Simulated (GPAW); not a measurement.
# SiC (Moissanite): optical spectrum from first principles

Aim: the dielectric function of SiC (Moissanite), and the optical constants that follow from it.

Program: GPAW 26.7.0. Level of theory: DFT, PBE, plane-wave PAW (GPAW data sets), scalar-relativistic, RPA, optical limit. Results are calculated unless marked as measured.

## Step 1: The starting structure

Symmetry: P6_3mc, No. 186, hexagonal system. Conventional cell: a = 3.076 Å, b = 3.076 Å, c = 5.048 Å, α = 90.00°, β = 90.00°, γ = 120.00°. Nearest to Si lie 4 C at 1.87 to 1.94 Å. Nearest to C lie 4 Si at 1.87 to 1.94 Å. Farther neighbours are not listed.

## Step 2: Ground state

The self-consistent density comes first; it also tells whether there is a gap, which decides the occupations and the need for a Drude term.

This step: DFT, PBE, plane-wave PAW (GPAW data sets), scalar-relativistic, ground state (GPAW 26.7.0).

gs.py reads:

```python
from ase import Atoms
from ase.dft.bandgap import bandgap
from gpaw import GPAW, PW, FermiDirac

atoms = Atoms(['Si', 'Si', 'C', 'C'],
              cell=[[3.075999999976, 0.000000000000, 0.000000000000],
                    [-1.537999999988, 2.663894142020, 0.000000000000],
                    [0.000000000000, 0.000000000000, 5.048000000000]],
              scaled_positions=[[0.666666666667, 0.333333333333, 0.500000000000],
                                [0.333333333333, 0.666666666667, 0.000000000000],
                                [0.666666666667, 0.333333333333, 0.885000000000],
                                [0.333333333333, 0.666666666667, 0.385000000000]],
              pbc=[True, True, True])
atoms.calc = GPAW(mode=PW(500), xc='PBE', kpts={'size': (8, 8, 5), 'gamma': True},
                  occupations=FermiDirac(0.05), maxiter=150, txt='gs.txt')
print('energy (eV)', atoms.get_potential_energy())
print('Fermi level (eV)', atoms.calc.get_fermi_level())
print('valence electrons', atoms.calc.get_number_of_electrons())
print('gap (eV)', bandgap(atoms.calc, output=None)[0])
print('direct gap (eV)', bandgap(atoms.calc, direct=True, output=None)[0])
atoms.calc.write('gs.gpw')
```

Launch:

```console
$ OMP_NUM_THREADS=1 python gs.py
```

Numbers of over 12 decimals in the logs are rounded to 6 here.

The log of the run:

```text
__  _  _
 | _ |_)|_||  |
 |__||  | ||/\| - 26.7.0

Versions:
  Python: 3.12.14
  ASE:    3.29.0
  Numpy:  2.5.5
  Scipy:  1.18.1
  Libxc:  7.0.0

Input parameters:
  mode=PW(ecut=500.0),
  kpts=MonkhorstPack(size=(8, 8, 5), gamma=True),
  maxiter=150,
  occupations=Occupations(name='fermi-dirac', width=0.05, fixmagmom=False),
  xc=XC(name='PBE')

Diagonalizing LCAO Hamiltonian
Converting LCAO to pw mode

           C

           Si
        C

        Si

Atoms  # Å, Bohr magnetons
|   | symbol |         x |        y |        z |    initial magnetic moments |
| 0 |     Si |  1.538000 | 0.887965 | 2.524000 | ( 0.0000,  0.0000,  0.0000) |
| 1 |     Si | -0.000000 | 1.775929 | 0.000000 | ( 0.0000,  0.0000,  0.0000) |
| 2 |      C |  1.538000 | 0.887965 | 4.467480 | ( 0.0000,  0.0000,  0.0000) |
| 3 |      C | -0.000000 | 1.775929 | 1.943480 | ( 0.0000,  0.0000,  0.0000) |

Unit cell  # Å
| periodic |         x |        y |        z |  lengths |     angles |
|      yes |  3.076000 | 0.000000 | 0.000000 | 3.076000 |  90.000000 |
|      yes | -1.538000 | 2.663894 | 0.000000 | 3.076000 |  90.000000 |
|      yes |  0.000000 | 0.000000 | 5.048000 | 5.048000 | 120.000000 |

Number of symmetries: 6
Symmetry operations  # r_c * U_cc + t_c -> r_c
|   | kind |            matrix            |
| 0 |  σ   |  1, 1, 0,  0,-1, 0,  0, 0, 1 |
| 1 |  E   |  1, 0, 0,  0, 1, 0,  0, 0, 1 |
| 2 |  C3  |  0, 1, 0, -1,-1, 0,  0, 0, 1 |
| 3 |  σ   |  0,-1, 0, -1, 0, 0,  0, 0, 1 |
| 4 |  σ   | -1, 0, 0,  1, 1, 0,  0, 0, 1 |
| 5 |  C3  | -1,-1, 0,  1, 0, 0,  0, 0, 1 |

BZ-sampling:
  Number of BZ points: 320
  Number of IBZ points: 40

  Monkhorst-Pack size: [8, 8, 5]
  Monkhorst-Pack shift: [0.0625, 0.0625, 0.0]

K-points  # in reciprocal-cell coordinates
|     |                                coordinates |     weight |
|   0 | (  0.00000000,   0.00000000,   0.00000000) | 0.00312500 |
|   1 | (  0.00000000,   0.00000000,   0.20000000) | 0.00625000 |
|   2 | (  0.00000000,   0.00000000,   0.40000000) | 0.00625000 |
|   3 | (  0.12500000,   0.00000000,  -0.40000000) | 0.01875000 |
|   4 | (  0.12500000,   0.00000000,  -0.20000000) | 0.01875000 |
|   5 | (  0.12500000,   0.00000000,   0.00000000) | 0.01875000 |
|   6 | (  0.12500000,   0.00000000,   0.20000000) | 0.01875000 |
|   7 | (  0.12500000,   0.00000000,   0.40000000) | 0.01875000 |
|   8 | (  0.25000000,  -0.12500000,   0.00000000) | 0.01875000 |
|   9 | (  0.25000000,  -0.12500000,   0.20000000) | 0.03750000 |
| ... |                                            |            |
|  39 | (  0.50000000,   0.50000000,   0.40000000) | 0.01875000 |

Plane wave coefficients: 1099
Cutoff: 500.0 eV

Spin-components: 1 (collinear spins)
Bands:           14
Projectors:      20
Spin-degeneracy: 2
Datatype:        complex128

Parallelization:
  kpt:    1
  domain: 1
  band:   1

Density:
  Valence electrons: 16.0
  Components: 1
  Grid points: [16 16 27]
  Charge: 0.0  # |e|

Potential:
  Grid points: [16 16 27]

species:
  Si:
    name:    Silicon
    id:
    Z:       14.0
    valence: 4
    core:    10
    charge:  0.0  # [|e|]
    compensation charges:
      type: gauss
      rc: 0.33  # [Å]
      lmax: 2
    cutoffs:
      filter: 1.86  # [Å]
      core: 2.06  # [Å]
    projectors
    | kind |    occ | energy [eV] | rcut [Å] |
    |   3s |  2.000 |     -10.812 |    1.058 |
    |   3p |  2.000 |      -4.081 |    1.058 |
    |    s |        |      16.399 |    1.058 |
    |    p |        |      23.130 |    1.058 |
    |    d |        |       0.000 |    1.058 |

    Using partial waves for Si as LCAO basis

  C:
    name:    Carbon
    id:
    Z:       6.0
    valence: 4
    core:    2
    charge:  0.0  # [|e|]
    compensation charges:
      type: gauss
      rc: 0.20  # [Å]
      lmax: 2
    cutoffs:
      filter: 1.14  # [Å]
      core: 1.14  # [Å]
    projectors
    | kind |    occ | energy [eV] | rcut [Å] |
    |   2s |  2.000 |     -13.751 |    0.635 |
    |   2p |  2.000 |      -5.284 |    0.635 |
    |    s |        |      13.461 |    0.635 |
    |    p |        |      21.927 |    0.635 |
    |    d |        |       0.000 |    0.635 |

    Using partial waves for C as LCAO basis

Reference energy: -17827.944731  # eV

eigensolver:
  PPCG
  Converge bands: occupied
  niter=2

density mixing:
  MSR1-Mixer
  Pratt-step length: 0.05
  Maximum mixing coefficient: 0.75
  Old densities: 10
  SVD Regularization: 0.005
  Good broyden scale: 1.0
  Trust region scale: 1.0
  Backstep threshold: 4.0
  History deletion threshold: 6.0
  Fourier metric: weight=20.0, sigma=0.015

occupation numbers:
  Fermi-Dirac:
    width: 0.0500  # eV

poisson solver:
  ecut: 4000.0  # eV

xc functional:
  name: PBE with 2 nearest neighbor stencil

convergence criteria:
- Maximum [total energy] change in last 3 cyles: 0.0005 eV / valence electron
- Maximum integral of absolute [dens]ity change: 0.0001 electrons / valence electron
- Maximum integral of absolute [eigenst]ate change: 4e-08 eV^2 / valence electron
maximum number of iterations: 150

SCF iterations
|iter     |      energy | eigst |  dens |
|iter:   1||  -33.139500 | -0.14 |       |
|iter:   2||  -32.389460 | -2.08 | -0.56 |
|iter:   3||  -29.862488 | -0.68 | -0.61 |
|iter:   4||  -29.874655 | -2.74 | -1.32 |
|iter:   5||  -29.881134 | -3.39 | -1.68 |
|iter:   6||  -29.881268c| -5.20 | -2.67 |
|iter:   7||  -29.881277c| -6.54 | -3.28 |
|iter:   8||  -29.881277c| -8.02c| -4.13c|

Converged in 8 steps
SCF loop duration: 7.294 s (0.912 s/step)
Energy contributions relative to reference atoms: (reference = -17827.944731)

Energy contributions:
  Kinetic:          32.573323
  Coulomb:         -27.252902
  Zero:             -0.049349
  External:          0.000000
  Xc:              -35.152349
  Entropy:          -0.000000
  Spinorbit:         0.000000
  ----------------------------
  Free energy:     -29.881277
  Extrapolated:    -29.881277

dipole moment: (0.000010, -0.000009, -8.909883)  # |e|*Ang

Fermi level: 10.005
Eigenvalues  # (at kpt = [0.000, 0.000, 0.000])
| band index |      eig [eV] | occ [0-2] |
|          0 |        -7.183 |     2.000 |
|          1 |        -3.678 |     2.000 |
|          2 |        -0.151 |     2.000 |
|          3 |         6.992 |     2.000 |
|          4 |         6.992 |     2.000 |
|          5 |         8.277 |     2.000 |
|          6 |         8.277 |     2.000 |
|          7 |         8.553 |     2.000 |
|          8 |        13.177 |     0.000 |
|          9 |        14.598 |     0.000 |
|         10 |        15.047 |     0.000 |
|         11 |        15.047 |     0.000 |
|         12 |        16.104 |     0.000 |
|         13 |        17.246 |     0.000 |

Gap: 2.571 eV
Transition (v -> c):
  (s=0, k=0, n=7, [0.00, 0.00, 0.00]) -> (s=0, k=26, n=8, [0.38, 0.38, 0.00])
Direct/indirect transitions are different
Direct gap: 4.070 eV
Transition at: (s=0, k=37, n=7, [0.50, 0.50, 0.00])

--- standard output ---
energy (eV) -29.881277
Fermi level (eV) 10.004824
valence electrons 16.0
gap (eV) 2.571216
direct gap (eV) 4.069514
```

Run time: 9.1 s. Hardware: 1 thread of Arm Neoverse V1, shared host; peak memory 0.14 GiB.

This step gave:

| Property | Result |
| --- | --- |
| energy | -29.88 eV |
| Fermi energy | 10.00 eV |
| gap on the k-mesh | 2.571 eV |
| direct gap on the mesh | 4.070 eV |
| electrons | 16 |

There is a gap, 2.57 eV on this mesh (points off the mesh can give less), so no carriers' term is needed.

## Step 3: Bands for the response

At the fixed density, many empty bands are solved on the mesh of the response, since the spectrum sums over them.

This step: DFT, PBE, plane-wave PAW (GPAW data sets), scalar-relativistic, bands at fixed density (GPAW 26.7.0).

nscf.py reads:

```python
from ase.dft.bandgap import bandgap
from gpaw import GPAW, FermiDirac

calc = GPAW('gs.gpw').fixed_density(kpts={'size': (12, 12, 6), 'gamma': True}, nbands=36, convergence={'bands': 30},
                                    occupations=FermiDirac(0.001), txt='nscf.txt')
print('gap (eV)', bandgap(calc, output=None)[0])
print('direct gap (eV)', bandgap(calc, direct=True, output=None)[0])
print('top band over the Fermi level (eV)', min(calc.get_eigenvalues(kpt=k)[29] for k in range(len(calc.get_ibz_k_points()))) - calc.get_fermi_level())
calc.write('full.gpw', mode='all')
```

Launch:

```console
$ OMP_NUM_THREADS=1 python nscf.py
```

The log of the run:

```text
Diagonalizing LCAO Hamiltonian
Converting LCAO to pw mode
convergence criteria:
- Maximum integral of absolute [eigenst]ate change: 4e-08 eV^2 / valence electron
maximum number of iterations: 150

SCF iterations
|iter     |      energy | eigst |  dens |
|iter:   1||             | +3.01 |       |
|iter:   2||             | +1.45 |       |
|iter:   3||             | +0.03 |       |
|iter:   4||             | -1.05 |       |
|iter:   5||             | -2.22 |       |
|iter:   6||             | -3.12 |       |
|iter:   7||             | -4.10 |       |
|iter:   8||             | -4.94 |       |
|iter:   9||             | -5.67 |       |
|iter:  10||             | -6.26 |       |
|iter:  11||             | -6.73 |       |
|iter:  12||             | -7.24 |       |
|iter:  13||             | -7.68c|       |
SCF steps: 13
  __  _  _
 | _ |_)|_||  |
 |__||  | ||/\| - 26.7.0

Versions:
  Python: 3.12.14
  ASE:    3.29.0
  Numpy:  2.5.5
  Scipy:  1.18.1
  Libxc:  7.0.0

Input parameters:
  mode=PW(ecut=500.0),
  convergence={'bands': 30},
  gpts=array([16, 16, 27]),
  kpts=MonkhorstPack(size=(12, 12, 6), gamma=True),
  maxiter=150,
  nbands=36,
  occupations=Occupations(name='fermi-dirac', width=0.001, fixmagmom=False),
  parallel={},
  xc=XC(name='PBE')

--- standard output ---
gap (eV) 2.315038
direct gap (eV) 4.069514
top band over the Fermi level (eV) 24.595652
```

Wall time 67 s (1 thread); peak memory 0.22 GiB.

Numbers from this step:

| Item | Value |
| --- | --- |
| gap on the k-mesh | 2.315 eV |

[end of part 1 of 2]

[Machine, clock and banner lines and Python warnings are left out of the logs.]

[Logs are printed without paths, hosts, clocks, repeated set-up lines and the standing remarks that a program may print on its own settings, such as how far it seeks lower states.]

[Hosts, paths, dates, database ids (printed as entryN), source tags and the programs' standing remarks are cut or masked in the printed files.]
